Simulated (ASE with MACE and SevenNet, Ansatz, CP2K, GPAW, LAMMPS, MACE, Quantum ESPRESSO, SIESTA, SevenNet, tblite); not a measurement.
## Running amorphous Si0.9Ge0.1 (94 atoms) with machine-learned potentials

How do the settings of machine-learned potentials change the result for amorphous Si0.9Ge0.1 (94 atoms)? A plane-wave run serves as the yardstick.

Calculated with ASE with MACE and SevenNet; the method is named at each step.

### 1. The structure

The cell holds 94 atoms: 85 Si and 9 Ge. Cell: a = 12.402 Å, b = 12.402 Å, c = 12.402 Å, α = 90.0°, β = 90.0°, γ = 90.0°. 94 atoms (85 Si, 9 Ge) placed at random at 2.65 g/cm³, melted at 3500 K for 10 ps at fixed volume with the Tersoff potential (Tersoff, Phys. Rev. B 39, 5566 (1989)). Quenched from 3500 K to 700 K at 3 K/ps and fixed volume, held 5 ps.

The yardstick, on the same geometry:

```
method                 : Kohn-Sham DFT, PBE, PAW, plane waves (Ansatz 0.2.0); cutoff 420 eV, Γ point, fermi-dirac smearing of 0.05 eV; PAW set soft_2
r.m.s. force component : 0.7519 eV/Å
longest force          : 2.567 eV/Å
pressure               : 1.79 GPa
SCF cycles             : 11
time                   : 11 s on 8 threads of Arm Neoverse V2, shared host
CPU time               : 83 s
```

### 2. MACE MP-0b2 small potential

Method: machine-learned interatomic potential MACE MP-0b2 small, trained on PBE(+U) plane-wave data.

File run.py:

```python
import numpy as np
from ase.io import read
import mlip  # loads the published weights by name

atoms = read("structure.xyz")
atoms.calc = mlip.calc("mace-mp-0b2-small")
energy = atoms.get_potential_energy()
forces = atoms.get_forces()
print(f"energy {energy:.6f} eV")
print("forces (eV/A)")
for i, (a, f) in enumerate(zip(atoms, forces)):
    print(f"{i:4d} {a.symbol:2s} {f[0]:10.5f} {f[1]:10.5f} {f[2]:10.5f}")
stress = -atoms.get_stress(voigt=False) * 160.21766
print("stress (GPa, compression positive)")
for row in stress:
    print(" ".join(f"{x:10.4f}" for x in row))
```

File structure.xyz:

```xyz
94
Lattice="12.40220 0.00000 0.00000 0.00000 12.40220 0.00000 0.00000 0.00000 12.40220" Properties=species:S:1:pos:R:3 pbc="T T T"
Si 4.42759 6.89203 2.36907
Si 12.19248 10.92175 10.40941
Si 7.27587 9.67967 10.81472
Si 0.09240 9.75061 4.98296
Si 3.77362 9.71551 4.45140
Si 2.89914 5.09408 12.01476
Si 1.51307 9.17118 1.68732
Si 9.82329 5.74135 6.88496
Si 2.86850 2.71187 6.62885
Si 2.54791 7.90938 3.51875
Si 0.45628 2.09758 2.36187
Si 3.23908 12.27136 11.03883
Si 0.86791 0.47240 11.34739
Si 11.04056 3.88164 11.50664
Si 2.70331 4.53796 8.42246
Si 5.10859 9.54721 9.59112
Si 11.81297 4.38182 4.74979
Si 6.92130 8.93901 7.32437
Si 0.48505 0.15155 1.14088
Si 4.96534 2.32157 8.12357
Si 0.69130 11.38472 6.54687
Si 8.27202 1.08383 11.48332
Si 5.94623 10.10866 4.39757
Si 7.09592 11.05731 2.45055
Si 8.43945 8.61928 8.99060
Si 0.89780 6.34497 12.16718
Si 11.28476 6.28209 10.84882
Si 7.79342 4.63941 9.75086
Si 2.43802 3.48142 10.41475
Si 10.09551 7.80495 12.03472
Si 6.25232 6.42062 3.80872
Si 9.19263 2.87012 10.30846
Si 8.50431 2.94602 4.55657
Si 11.68300 9.32869 2.67639
Si 2.07923 11.37579 2.14335
Si 1.04141 6.03454 7.59498
Si 6.91423 8.17392 5.13079
Si 8.03638 7.00352 0.60833
Si 3.15301 8.58195 6.58978
Si 5.60245 4.74657 5.23782
Si 1.32145 5.73800 3.92244
Si 1.20239 9.18110 9.74639
Si 5.39669 0.25474 1.69178
Si 4.69609 6.15273 11.02667
Si 8.60254 3.65629 6.73539
Si 9.67024 0.92434 4.55235
Si 8.76377 11.51333 10.51248
Si 8.65946 6.45076 2.91477
Si 2.17287 10.25315 7.87031
Si 3.96474 0.90139 5.41418
Si 6.34645 4.36185 7.64732
Si 1.26825 7.57340 5.67413
Si 6.72187 3.63769 1.19173
Si 9.79947 4.40055 3.36918
Si 6.13810 1.73569 12.20277
Si 5.00615 8.84264 1.15229
[... 34 atom lines left out ...]
Ge 4.32800 2.01809 10.40470
Ge 11.02977 3.44198 1.58823
Ge 10.35522 9.36614 5.87133
Ge 7.13040 9.25613 0.69589
```

Started as:

```bash
OMP_NUM_THREADS=1 python run.py > output.txt
```

Log:

```text
energy -476.788628 eV
forces (eV/A)
   0 Si   -0.00842   -0.23966    0.31848
   1 Si   -0.09789    0.22330    0.24252
   2 Si   -0.14314    0.55054   -1.23589
   3 Si    0.01619   -0.83306   -0.46348
   4 Si   -1.23860   -0.03498    0.63315
   5 Si   -0.07995   -0.25903   -0.06034
   6 Si   -0.52258   -0.04367    0.87888
   7 Si   -0.18353   -0.09720   -0.21123
   8 Si    0.63785    0.11452    0.57754
   9 Si    0.32117    0.03499   -0.74315
  10 Si    0.17374    0.27673    0.47936
  11 Si   -0.00730    0.33928   -0.17909
  12 Si    0.18819   -0.18356   -0.98028
  13 Si   -0.23561    0.12598   -0.06179
  14 Si    0.29750    0.44454   -0.73517
  15 Si    0.04676    0.50776    1.22895
  16 Si   -0.10736   -0.00186   -0.18862
  17 Si    0.37317    0.26670   -0.54638
  18 Si   -0.56608    0.48783    0.26072
  19 Si    0.23686    0.37849   -0.39304
  20 Si    0.12319    0.69746    0.13240
  21 Si   -0.19784    0.91896    0.73996
  22 Si    1.27496    0.65060   -0.44843
  23 Si   -0.62454   -0.08895   -0.10102
[...]
86 Ge   -0.17608    0.17963    0.09342
  87 Ge    0.06750   -0.77467   -0.21842
  88 Ge    0.31537   -0.68718   -0.16496
  89 Ge   -0.23889    0.25131   -0.14794
  90 Ge    0.15521   -0.46506    0.60575
  91 Ge    0.40156    0.00466   -1.01489
  92 Ge   -0.22996    0.12473   -0.37168
  93 Ge    1.33757    0.12541    0.42065
stress (GPa, compression positive)
    2.2325     0.3119    -0.4160
    0.3119     1.2211     0.7747
   -0.4160     0.7747     1.2034
```

It took 5.9 s on 1 thread of Arm Neoverse V2, shared host; peak memory 0.67 GiB.

Banners, paths, timers and routine set-up lines are dropped from the logs unmarked, and long logs keep their key lines alone; longer cuts are marked.

Against the reference:

| Item | Value |
| --- | --- |
| r.m.s. force component | 0.4781 eV/Å |
| r.m.s. difference of force components | 324.6 meV/Å |
| longest difference of force vectors | 1097 meV/Å |
| force difference over r.m.s. force | 43.17 % |
| slope of forces against the reference's | 0.609 |
| correlation of force components | 0.9577 |
| pressure | 1.552 GPa |
| pressure difference | -0.2372 GPa |

Length of the force difference by element (eV/Å):

```
element  atoms  mean  most
     Ge      9  0.51  0.83
     Si     85  0.51   1.1
```

Local excerpt of 9 atoms (numbers count through the whole input) about Si56, which bears the longest force; x, y, z are measured from there.

```
atom      x      y      z  distance (Å)  bonds     Fx     Fy  Fz (eV/Å)
Si56   0.00   0.00   0.00          0.00      4  -1.73  -0.08       0.11
Ge94   2.12   0.41  -0.46          2.21      4   1.34   0.13       0.42
Si76  -0.86  -0.47  -2.07          2.29      4  -0.30   0.01      -0.40
 Si1  -0.58  -1.95   1.22          2.37      4  -0.01  -0.24       0.32
Si77  -1.08   2.25  -0.41          2.53      4   0.11   0.29       0.04
Si24   2.09   2.21   1.30          3.31      4  -0.62  -0.09      -0.10
Si10  -2.46  -0.93   2.37          3.54      5   0.32   0.03      -0.74
 Si7  -3.49   0.33   0.54          3.55      4  -0.52  -0.04       0.88
Si38   3.03  -1.84  -0.54          3.59      4   0.50   0.72       0.21
```

Atoms are counted from 1 here, from 0 in the log.

Forces lie 43 % from the reference's, at 0.071 times its CPU time (on 1 against 8 cores).

### 3. MACE MPA-0 medium potential

Method: machine-learned interatomic potential MACE MPA-0 medium, trained on PBE(+U) plane-wave data.

Changes to run.py since step 2:

```diff
@@ -5,3 +5,3 @@
 atoms = read("structure.xyz")
-atoms.calc = mlip.calc("mace-mp-0b2-small")
+atoms.calc = mlip.calc("mace-mpa-0-medium")
 energy = atoms.get_potential_energy()
```

structure.xyz is that of step 2.

Log:

```text
energy -476.134659 eV
forces (eV/A)
   0 Si   -0.14008   -0.65860    0.22349
   1 Si   -0.03166    0.25437    0.40166
   2 Si   -0.32929    0.49850   -1.47768
   3 Si    0.07991   -1.23478   -0.64305
   4 Si   -1.78018    0.03000    0.90717
   5 Si   -0.06570   -0.25045   -0.00165
   6 Si   -0.70612   -0.12312    1.24426
   7 Si   -0.23447   -0.11076   -0.29079
   8 Si    0.82829    0.20964    0.97345
   9 Si    0.61031   -0.01060   -1.21079
  10 Si    0.20031    0.17492    0.55436
  11 Si   -0.05240    0.29614   -0.22507
  12 Si    0.41314   -0.17343   -1.28581
  13 Si   -0.30471    0.17307   -0.29085
  14 Si    0.38593    0.65140   -1.01373
  15 Si    0.04063    0.66848    1.71276
  16 Si   -0.15702   -0.12295   -0.22765
  17 Si    0.68270    0.23331   -0.49007
  18 Si   -0.64150    0.58445    0.22709
  19 Si    0.30849    0.51037   -0.42188
  20 Si    0.09485    0.96981   -0.11172
  21 Si   -0.23455    0.96163    0.65060
  22 Si    1.63355    0.95785   -0.81253
  23 Si   -0.70273    0.01352   -0.21609
[...]
86 Ge   -0.06333    0.40125    0.17516
  87 Ge   -0.24494   -0.61249   -0.13245
  88 Ge    0.49246   -0.73632   -0.32592
  89 Ge   -0.76207   -0.00070   -0.39618
  90 Ge    0.16364   -0.47613    0.90860
  91 Ge    0.52206    0.38602   -1.00108
  92 Ge   -0.37683    0.03328   -0.15075
  93 Ge    1.75710    0.18453    0.51515
stress (GPa, compression positive)
    2.6052     0.5009    -0.6679
    0.5009     1.2971     1.2885
   -0.6679     1.2885     1.2697
```

Wall time 7 s (1 thread); peak memory 0.94 GiB.

Compared with the plane-wave run:

```
r.m.s. force component                  : 0.6344 eV/Å
r.m.s. difference of force components   : 187.4 meV/Å
longest difference of force vectors     : 708 meV/Å
force difference over r.m.s. force      : 24.92 %
slope of forces against the reference's : 0.8249
correlation of force components         : 0.9777
pressure                                : 1.724 GPa
pressure difference                     : -0.0655 GPa
```

Against the first run (43 %), the force difference from the reference is 25 %, at 1.2 times the CPU time.

### 4. SevenNet l3i5 potential

Method: machine-learned interatomic potential SevenNet l3i5, trained on PBE(+U) plane-wave data.

Changes to run.py since step 3:

```diff
@@ -5,3 +5,3 @@
 atoms = read("structure.xyz")
-atoms.calc = mlip.calc("mace-mpa-0-medium")
+atoms.calc = mlip.calc("7net-l3i5")
 energy = atoms.get_potential_energy()
```

structure.xyz is that of step 3.

Log:

```text
energy -476.345734 eV
forces (eV/A)
   0 Si   -0.16136   -0.39242    0.40273
   1 Si    0.00793    0.15816    0.30496
   2 Si   -0.21160    0.62384   -1.61317
   3 Si    0.34183   -0.92854   -0.44505
   4 Si   -1.75083    0.03046    0.79220
   5 Si    0.00286   -0.27384   -0.04488
   6 Si   -0.53896   -0.01093    1.29283
   7 Si   -0.25548   -0.28293   -0.44748
   8 Si    0.81657    0.24045    0.86431
   9 Si    0.28061   -0.10360   -0.89700
  10 Si    0.27193   -0.02706    0.58437
  11 Si   -0.17042    0.32280   -0.08353
  12 Si    0.43004   -0.19616   -1.24129
  13 Si   -0.32204    0.25892   -0.31230
  14 Si    0.30221    0.52598   -0.99778
  15 Si    0.05549    0.64845    1.42641
  16 Si   -0.05914   -0.12820   -0.12489
  17 Si    0.53889    0.40051   -0.56533
  18 Si   -0.74395    0.79299    0.40182
  19 Si    0.50290    0.61292   -0.55187
  20 Si    0.07663    0.73704   -0.08706
  21 Si   -0.27116    1.12866    0.69051
  22 Si    1.64816    0.70311   -0.53662
  23 Si   -0.86254   -0.00937   -0.11864
[...]
86 Ge    0.15425    0.23014    0.18789
  87 Ge   -0.19342   -0.72603   -0.27959
  88 Ge    0.53032   -0.89669   -0.33107
  89 Ge   -0.43104    0.22898   -0.13768
  90 Ge    0.15282   -0.38280    0.89091
  91 Ge    0.49257    0.25809   -0.87369
  92 Ge   -0.38898    0.20889    0.01274
  93 Ge    1.54436    0.34552    0.53156
stress (GPa, compression positive)
    2.6055     0.5744    -0.5882
    0.5744     1.5144     1.0225
   -0.5882     1.0225     1.1995
```

Run time: 8.4 s. Hardware: 1 thread; peak memory 1.2 GiB.

Compared with the plane-wave run:

* r.m.s. force component: 0.6082 eV/Å
* r.m.s. difference of force components: 235.2 meV/Å
* longest difference of force vectors: 896.9 meV/Å
* force difference over r.m.s. force: 31.29 %
* slope of forces against the reference's: 0.7782
* correlation of force components: 0.9621
* pressure: 1.773 GPa
* pressure difference: -0.0164 GPa

Against the first run (43 %), the force difference from the reference is 31 %, at 1.4 times the CPU time.

### 5. All runs compared

Differences are against the plane-wave reference, forces as r.m.s. over components; share is that over the reference's r.m.s. force, slope the least-squares factor from reference forces to these. Total energies of different programs have different zeros and aren't compared.

```
                        run  Δ force, r.m.s. (meV/Å)  share (%)  slope  Δ pressure (GPa)  cores  CPU time  memory (GiB)
                  reference                        -          -      -                 -      8      83 s           2.2
MACE MP-0b2 small potential                      325       43.2  0.609            -0.237      1     5.9 s          0.67
MACE MPA-0 medium potential                      187       24.9  0.825           -0.0655      1       7 s          0.94
    SevenNet l3i5 potential                      235       31.3  0.778           -0.0164      1     8.4 s           1.2
```

Times of the machine-learned potentials are mostly Python's start and the loading of weights.

CPU time is summed over cores on a shared host, where runs went side by side, so it is rough. Symmetry, cutoffs, thresholds, outputs and thread counts weren't matched or tuned between programs; memory under MPI is the largest rank's times the ranks.

### 6. Summary of results

| Item | Value |
| --- | --- |
| nearest in forces | MACE MPA-0 medium potential, 25 % |
| its CPU time | 7 s |

In words: Machine-learned potentials differ by 25 % (MACE MPA-0 medium potential) to 43 % (MACE MP-0b2 small potential); they were trained on other programs' data. Among those trained on PBE data the slope goes as low as 0.61, which softening far from their training structures can give, though the reference's k-sampling is untested too. Machine-learned potentials mimic data converged in k, so the reference's own k-point error enters their differences. The quench rate of 3 K/ps is many orders above laboratory rates, so the cell is likely richer in defects and strain than a real sample. The network of bonds at the start is that of the classical potential that made the cell, and needn't be the one that DFT or experiment would give. The electronic-structure runs sample only Γ, in a cell whose shortest periodic width is 12 Å, which is coarse for a cell with partly filled levels.

[Also dropped from logs without a mark: logging warnings of Python, and SIESTA's first energy breakdown and zero terms.]

[Logs are printed without paths, hosts, clocks, repeated set-up lines and the standing remarks that a program may print on its own settings, such as how far it seeks lower states.]

[Hosts, paths, dates, database ids (printed as entryN), source tags and the programs' standing remarks are cut or masked in the printed files.]
